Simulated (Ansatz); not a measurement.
Two G0W0 runs on Te2Mo (P6_3/mmc).

```yaml
crystal:
  lattice:
    - [3.51820, 0.00000, 0.00000]
    - [-1.75910, 3.04685, 0.00000]
    - [0.00000, 0.00000, 13.97360]
  atoms:
    - { symbol: Te, position: [0.33333, 0.66667, 0.62100] }
    - { symbol: Te, position: [0.66667, 0.33333, 0.12100] }
    - { symbol: Te, position: [0.33333, 0.66667, 0.87900] }
    - { symbol: Te, position: [0.66667, 0.33333, 0.37900] }
    - { symbol: Mo, position: [0.33333, 0.66667, 0.25000] }
    - { symbol: Mo, position: [0.66667, 0.33333, 0.75000] }
```

The cell and positions come from the Crystallography Open Database and are kept as given unless a step says otherwise. Spin-orbit coupling is left out unless a run names it.

The first (Ansatz 0.2.0; start PBE, 6×6×2 mesh, 1509 empty bands, screening to 270 eV, hard PAW files; 1 × NVIDIA H100 80GB HBM3 (shared by 3 runs) with 4 threads of AMD EPYC 7R13 (Zen 3), shared host) gave, on its mesh: starting gap 0.83 eV, G0W0 gap 1.03 eV, RPA ε∞ (mean) 16.52, 3.4 min.

The second gave: starting gap 0.83 eV, G0W0 gap 1.04 eV, RPA ε∞ (mean) 16.49, 11 min.

What was changed in the input? Choose among start, files, mesh, bands and cutoff, frequency model or another key.

Changed: empty bands from 1509 to 2519 and screening cutoff (eV) from 270.0 to 380. The starting gap stayed, which rules out the functional and points to the GW step. Other changes could give like numbers; this is the one that was made.

Limits: not at the basis limit; no spin-orbit coupling; coarse k mesh.

[Paths, hosts, dates, memory and timing lines, banners, echoed tables and standing remarks are left out of the program output.]

[Logs are printed without paths, hosts, clocks, repeated set-up lines and the standing remarks that a program may print on its own settings, such as how far it seeks lower states.]

[Runs of the session that timed out or met a known fault of the program may be left out.]

[Cells called generated may have been cut or substituted from an entry of the Crystallography Open Database or the Materials Project.]

[Hosts, paths, dates, database ids (printed as entryN), source tags and the programs' standing remarks are cut or masked in the printed files.]
